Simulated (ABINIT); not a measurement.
## H6PbCBr3N (Pm): G0W0 with ABINIT, start to end

Aim: the G0W0 gap of H6PbCBr3N (Pm) on PBEsol, step by step.

Main program and level: ABINIT 10.8.3; PBEsol and many-body steps on it, plane waves.

Report form: the programs' logs are mostly left out.

## (1) The starting structure

The structure is monoclinic, space group Pm (No. 6). Conventional cell: a = 6.039 Å, b = 6.060 Å, c = 6.128 Å, α = 90.00°, β = 90.07°, γ = 90.00°. Nearest to H lie 1 N at 1.04 Å. Nearest to H lie 1 C at 1.09 Å. Nearest to H lie 1 C at 1.10 Å. Nearest to Pb lie 6 Br at 2.98 to 3.11 Å. C has 3 H at 1.09 to 1.10 Å and 1 N at 1.49 Å nearest. Farther neighbours and most contacts between anions are not listed.

The cell and positions are those that the Materials Project relaxed with its own functionals (PBE, PBE+U or r2SCAN), kept fixed. Spin-orbit coupling is left out unless a step names it.

## (2) Ground state

This step: ABINIT 10.8.3; DFT, PBEsol, plane waves, norm-conserving pseudopotentials.

The ground-state density comes first.

run.abi reads:

```
acell 3*1.0 Angstrom
rprim 
  6.038531000000 -0.000000000000 -0.000000000000
  -0.000000000000 6.059680000000 0.000000000000
  -0.007679000000 0.000000000000 6.128174000000
ntypat 5
znucl 1 82 6 35 7
natom 12
typat 1 1 1 1 1 1 2 3 4 4 4 5
xred 
  0.218258000000 0.862101000000 0.968190000000
  0.177786000000 0.000000000000 0.198636000000
  0.825095000000 0.851944000000 0.061619000000
  0.869341000000 0.000000000000 0.811715000000
  0.825095000000 0.148056000000 0.061619000000
  0.218258000000 0.137899000000 0.968190000000
  0.475266000000 0.500000000000 0.477994000000
  0.897311000000 0.000000000000 0.988520000000
  0.430028000000 0.500000000000 0.972748000000
  0.434852000000 0.000000000000 0.512708000000
  0.966538000000 0.500000000000 0.440736000000
  0.140606000000 0.000000000000 0.032465000000
pp_dirpath "pseudos"
pseudos "H.upf, Pb.upf, C.upf, Br.upf, N.upf"
ecut 37
ngkpt 4 4 4
nshiftk 1
shiftk 0 0 0
kptopt 1
chksymbreak 0
nband 54
occopt 1
tolvrs 1e-08
nstep 60
prtwf 0
optforces 0
optstress 0
indata_prefix "in"
outdata_prefix "out"
tmpdata_prefix "tmp"
```

Command:

```
$ OMP_NUM_THREADS=1 mpirun -n 8 abinit run.abi > log
```

It took 3.7 min on 8 MPI ranks of Arm Neoverse V1, shared host; peak memory 1.5 GiB.

Numbers from this step:

* total energy: -17291.7200 eV
* gap: 2.005 eV
* k of the valence top: 0.5, 0.5, 0.5
* k of the conduction bottom: 0.5, 0.5, 0.5
* least direct gap: 2.005 eV

The gap is direct, at (0.500, 0.500, 0.500).

## (3) Bands along the symmetry lines

Levels along a band path, at the cheap level, show where the edges lie and whether the meshes to come will hold them.

run.abi: that of step 2 with these lines changed.

```diff
@@ -25,14 +25,45 @@
 ecut 37
-ngkpt 4 4 4
-nshiftk 1
-shiftk 0 0 0
-kptopt 1
-chksymbreak 0
-nband 54
-occopt 1
-tolvrs 1e-08
-nstep 60
+iscf -2
+irdden 1
+kptopt 0
+nkpt 31
+kpt 
+  0.00000000 0.00000000 0.00000000
+  0.00000000 0.16666667 0.00000000
+  0.00000000 0.33333333 0.00000000
+  0.00000000 0.50000000 0.00000000
+  0.00000000 0.50000000 0.16666667
+  0.00000000 0.50000000 0.33333333
+  0.00000000 0.50000000 0.50000000
+  0.00000000 0.33333333 0.50000000
+  0.00000000 0.16666667 0.50000000
+  0.00000000 0.00000000 0.50000000
+  0.00000000 0.00000000 0.33333333
+  0.00000000 0.00000000 0.16666667
+  0.00000000 0.00000000 0.00000000
+  -0.16666667 0.00000000 0.16666667
+  -0.33333333 0.00000000 0.33333333
+  -0.50000000 0.00000000 0.50000000
+  -0.50000000 0.16666667 0.50000000
+  -0.50000000 0.33333333 0.50000000
+  -0.50000000 0.50000000 0.50000000
+  -0.33333333 0.50000000 0.33333333
+  -0.16666667 0.50000000 0.16666667
+  0.00000000 0.50000000 0.00000000
+  -0.16666667 0.50000000 0.00000000
+  -0.33333333 0.50000000 0.00000000
+  -0.50000000 0.50000000 0.00000000
+  -0.50000000 0.33333333 0.00000000
+  -0.50000000 0.16666667 0.00000000
+  -0.50000000 0.00000000 0.00000000
+  -0.33333333 0.00000000 0.00000000
+  -0.16666667 0.00000000 0.00000000
+  0.00000000 0.00000000 0.00000000
+istwfk *1
+nband 51
+nbdbuf 2
+tolwfr 1e-08
+nstep 40
 prtwf 0
-optforces 0
-optstress 0
+prtvol 0
 indata_prefix "in"
```

Elapsed: 86 s, on 8 MPI ranks; peak memory 1.2 GiB.

Numbers from this step:

* gap: 2.005 eV
* k of the valence top: -0.5, 0.5, 0.5
* k of the conduction bottom: -0.5, 0.5, 0.5
* least direct gap: 2.005 eV

The gap is 2.005 eV, as in the run before at this level.

The electronic bands at the labelled points (eV, zero at the top of the highest filled band):

```csv
point,band 41,band 42,band 43,band 44,band 45,band 46,band 47,band 48
Γ,-1.44,-1.33,-1.03,-1.01,4.06,5.17,5.25,5.75
Z,-1.32,-1.24,-1.06,-0.98,2.83,4.89,5.41,5.48
D,-1.35,-1.25,-1.18,-0.59,2.41,2.46,5.14,5.68
B,-1.35,-1.28,-1.04,-0.99,2.75,5.10,5.22,5.45
Γ,-1.44,-1.33,-1.03,-1.01,4.06,5.17,5.25,5.75
A,-1.49,-1.21,-0.81,-0.39,2.38,2.55,4.80,5.27
E,-1.25,-0.81,-0.81,0.00,2.00,2.02,2.23,5.29
Z,-1.32,-1.24,-1.06,-0.98,2.83,4.89,5.41,5.48
C2,-1.50,-1.21,-0.81,-0.30,2.41,2.53,4.74,5.44
Y2,-1.39,-1.18,-1.15,-0.71,2.86,4.31,4.98,5.06
Γ,-1.44,-1.33,-1.03,-1.01,4.06,5.17,5.25,5.75
```

## (4) Empty states on the mesh, 2×2×2 mesh, 181 bands

The sums over transitions need many empty states on a uniform mesh; this step solves for them.

run.abi reads:

```
acell 3*1.0 Angstrom
rprim 
  6.038531000000 -0.000000000000 -0.000000000000
  -0.000000000000 6.059680000000 0.000000000000
  -0.007679000000 0.000000000000 6.128174000000
ntypat 5
znucl 1 82 6 35 7
natom 12
typat 1 1 1 1 1 1 2 3 4 4 4 5
xred 
  0.218258000000 0.862101000000 0.968190000000
  0.177786000000 0.000000000000 0.198636000000
  0.825095000000 0.851944000000 0.061619000000
  0.869341000000 0.000000000000 0.811715000000
  0.825095000000 0.148056000000 0.061619000000
  0.218258000000 0.137899000000 0.968190000000
  0.475266000000 0.500000000000 0.477994000000
  0.897311000000 0.000000000000 0.988520000000
  0.430028000000 0.500000000000 0.972748000000
  0.434852000000 0.000000000000 0.512708000000
  0.966538000000 0.500000000000 0.440736000000
  0.140606000000 0.000000000000 0.032465000000
pp_dirpath "pseudos"
pseudos "H.upf, Pb.upf, C.upf, Br.upf, N.upf"
ecut 37
ngkpt 2 2 2
nshiftk 1
shiftk 0 0 0
kptopt 1
chksymbreak 0
iscf -2
irdden 1
istwfk *1
nband 181
nbdbuf 16
tolwfr 1e-09
nstep 60
prtvol 0
indata_prefix "in"
outdata_prefix "out"
tmpdata_prefix "tmp"
```

Run time: 2.5 min. Hardware: 8 MPI ranks; peak memory 1.1 GiB.

This step gave:

```
gap                                                           : 2.005 eV
k of the valence top                                          : 0.5, 0.5, 0.5
k of the conduction bottom                                    : 0.5, 0.5, 0.5
least direct gap                                              : 2.005 eV
k points computed                                             : 8
lowest point of the top converged band, above the valence top : 34.56 eV
```

On this mesh the gap is 2.005 eV.

## (5) Screening, 2×2×2 mesh, 165 bands, screening to 89.8 eV

The RPA dielectric matrix is built and inverted for each q.

This step: RPA screening on PBEsol, plane waves, norm-conserving pseudopotentials.

run.abi: that of step 4 with these lines changed.

```diff
@@ -30,10 +30,11 @@
 chksymbreak 0
-iscf -2
-irdden 1
 istwfk *1
-nband 181
-nbdbuf 16
-tolwfr 1e-09
-nstep 60
-prtvol 0
+occopt 1
+irdwfk 1
+optdriver 3
+nband 165
+ecuteps 3.3
+inclvkb 2
+awtr 1
+symchi 1
 indata_prefix "in"
```

Run time: 2.8 min. Hardware: 8 MPI ranks; peak memory 8.4 GiB.

Numbers from this step:

| Property | Result |
| --- | --- |
| ε∞ with local fields, on this mesh, along the program's q direction | 6.433 |
| the same without local fields | 7.344 |
| plasma frequency | 23.26 eV |
| plane waves in the screening matrix | 453 |

Local fields lower ε∞ by 12 %. On a Γ-centred mesh this coarse the value itself is usually too large, while a short band sum pulls it down.

## (6) Self-energy, 2×2×2 mesh, 165 bands, screening to 89.8 eV

The self-energy is evaluated for the states that the input lists, and the levels follow from it, in one-shot runs by the linearised quasiparticle equation.

This step: G0W0 on PBEsol, plane waves, norm-conserving pseudopotentials.

run.abi: that of step 5 with these lines changed.

```diff
@@ -33,8 +33,17 @@
 irdwfk 1
-optdriver 3
+optdriver 4
 nband 165
+gwcalctyp 0
+ecutsigx 37
+symsigma 1
+nkptgw 2
+kptgw 
+  0.5000000000 0.5000000000 0.5000000000
+  0.0000000000 0.0000000000 0.0000000000
+bdgw 
+  43 46
+  43 46
 ecuteps 3.3
-inclvkb 2
-awtr 1
-symchi 1
+irdscr 1
+ppmodel 1
 indata_prefix "in"
```

Run time: 21 s. Hardware: 8 MPI ranks; peak memory 3.9 GiB.

This step gave:

| Property | Result |
| --- | --- |
| G0W0 gap on the points computed | 3.833 eV |
| starting gap on the mesh | 2.005 eV |
| k of the valence top | 0.5, 0.5, 0.5 |
| k of the conduction bottom | 0.5, 0.5, 0.5 |
| Z at the valence top | 0.801 |
| Z at the conduction bottom | 0.818 |
| least direct G0W0 gap on the computed points | 3.833 eV |

The gap on the mesh goes from 2.00 eV to 3.83 eV, a correction of +1.83 eV.

Limits: finite bands, cutoff and mesh; no spin-orbit coupling; coarse k mesh. v1 is the top filled band, c1 the lowest empty one. The levels before and after the correction (eV, zero at the valence-band top of each column):

```csv
,conduction bottom,valence top
Kohn-Sham,2.00,0.00
G0W0,3.83,0.00
```

```csv
,level,energy (eV)
Kohn-Sham,(0.5 0.5 0.5) v2,-0.811
Kohn-Sham,(0.5 0.5 0.5) v1,0.000
Kohn-Sham,(0.5 0.5 0.5) c1,2.005
Kohn-Sham,(0.5 0.5 0.5) c2,2.017
G0W0,(0.5 0.5 0.5) v2,-1.393
G0W0,(0.5 0.5 0.5) v1,0.000
G0W0,(0.5 0.5 0.5) c1,3.833
G0W0,(0.5 0.5 0.5) c2,3.868
```

## (7) Where the time went

Times are wall times on 8 MPI ranks of Arm Neoverse V1, shared host, good to a factor of about two.

```csv
step,time,share,memory (GiB)
ground state,3.7 min,34 %,1.5
bands along the symmetry lines,86 s,13 %,1.2
empty states on the mesh,2.5 min,23 %,1.1
screening,2.8 min,26 %,8.4
self-energy,21 s,3 %,3.9
```

## (8) Summary of results

| Property | Result |
| --- | --- |
| PBEsol gap | 2.00 eV, direct |
| G0W0 gap on the mesh | 3.83 eV |
| GW settings | 2×2×2 mesh, 165 bands, screening to 89.8 eV, Godby-Needs plasmon pole |
| known limits | not at the basis limit; no spin-orbit coupling; coarse k mesh |

In words: G0W0 moves the gap on the mesh from 2.00 eV to 3.83 eV (+1.83 eV), with Z of 0.80 and 0.82 at the edges. Local fields lower the RPA ε∞ on this mesh from 7.34 to 6.43; a Γ-centred mesh this coarse tends to raise both, most where the direct gap is narrow, while a short band sum lowers them. Only 2 of the mesh's irreducible points were corrected, so a valley elsewhere could overtake. Bands and cutoff are finite, so the gap is not at the basis limit. The miss can reach some tenths of an eV and take either sign; the mesh is an error of its own. In the G0W0 run levels were corrected at 2 k points alone, so a gap called «on the mesh» is the least over those, and an edge elsewhere would be missed. The 2×2×2 mesh is coarse for this cell, which bears on the long-range parts of exchange and screening. Where an edge is built on 6p states of lead, bismuth or thallium, scalar-relativistic gaps usually stand too wide, by a few tenths to over one eV. The many-body steps are scalar-relativistic: spin-orbit coupling is not in them.

[Paths, hosts, dates, memory and timing lines, banners, echoed tables and standing remarks are left out of the program output.]

[Logs are printed without paths, hosts, clocks, repeated set-up lines and the standing remarks that a program may print on its own settings, such as how far it seeks lower states.]

[Runs of the session that timed out or met a known fault of the program may be left out.]

[Hosts, paths, dates, database ids (printed as entryN), source tags and the programs' standing remarks are cut or masked in the printed files.]

[G0W0 gaps are taken among the corrected bands and points alone; a level outside them can change the order at an edge.]

[Where Ansatz stands beside ABINIT at settings called matched, ABINIT's density can come from a denser mesh and the files from another edition; pairs whose starting gaps differed by over 0.03 eV were left out, so agreement reads better than it is.]
